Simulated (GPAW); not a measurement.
BP (F-43m): ε∞ against the local-field cutoff

The size of the dielectric matrix of BP (F-43m) is raised step by step, on the same bands.

The structure is cubic, space group F-43m (No. 216). The conventional cell has a = 4.538 Å, b = 4.538 Å, c = 4.538 Å, α = 90.00°, β = 90.00°, γ = 90.00°. P on site c has 4 B at 1.97 Å as nearest neighbours. B on site a has 4 P at 1.97 Å as nearest neighbours.

Method: GPAW 26.7.0, PBE, RPA, k-mesh 13×13×13, Lorentzian half width 0.15 eV.

Launch of the response step: `OMP_NUM_THREADS=1 python df.py`. The series took 47 s in all, its band step included, on 1 thread of Arm Neoverse V2, with other jobs on the host.

```tsv
cutoff (eV)	time of the step (s)	ε∞
40	4	8.9520
60	4	8.8295
100	5	8.5957
150	7	?
```

The number of plane waves grows as cutoff^(3/2); a common extrapolation takes the result as linear in its inverse.

Working, on the rows shown:

| x = cutoff^(−3/2) (eV^−3/2) | y = ε∞ |
| --- | --- |
| 0.00395285 | 8.952 |
| 0.00215166 | 8.8295 |
| 0.001 | 8.5957 |

Means: x̄ = 0.0023682, ȳ = 8.7924. Σ(x − x̄)(y − ȳ) = 0.000514, Σ(x − x̄)² = 4.430e-06. Slope = 0.000514 / 4.430e-06 = 116; intercept = ȳ − slope · x̄ = 8.5176. The line misses the rows shown by at most 0.062.

Predict the last column of the withheld row from the fit.

At x = 0.00054433 the line gives y = 8.5808. The run gave 8.5800, so the extrapolation is off by 0.00078, 0.2 % of the range in the table. The law describes these rows poorly: it misses even the rows shown by over a tenth of the range.

Refitted with all rows, the slope is 116.2 and the intercept 8.5171. The line reaches 8.517 at infinite cutoff, 0.7 % from the last run, while the last two runs differ by 0.18 %. ε∞ moves in steps as shells of reciprocal vectors enter, so the limit is good only to about the larger of these. Excitons are left out; PBE gaps are as a rule too small. The values come from a sum over the points of one k-mesh and carry its error, which grows as the direct gap shrinks. The local-field cutoff holds few shells of reciprocal vectors for this small cell, so ε∞ can read a few per cent high.

[Logs are printed without paths, hosts, clocks, repeated set-up lines and the standing remarks that a program may print on its own settings, such as how far it seeks lower states.]
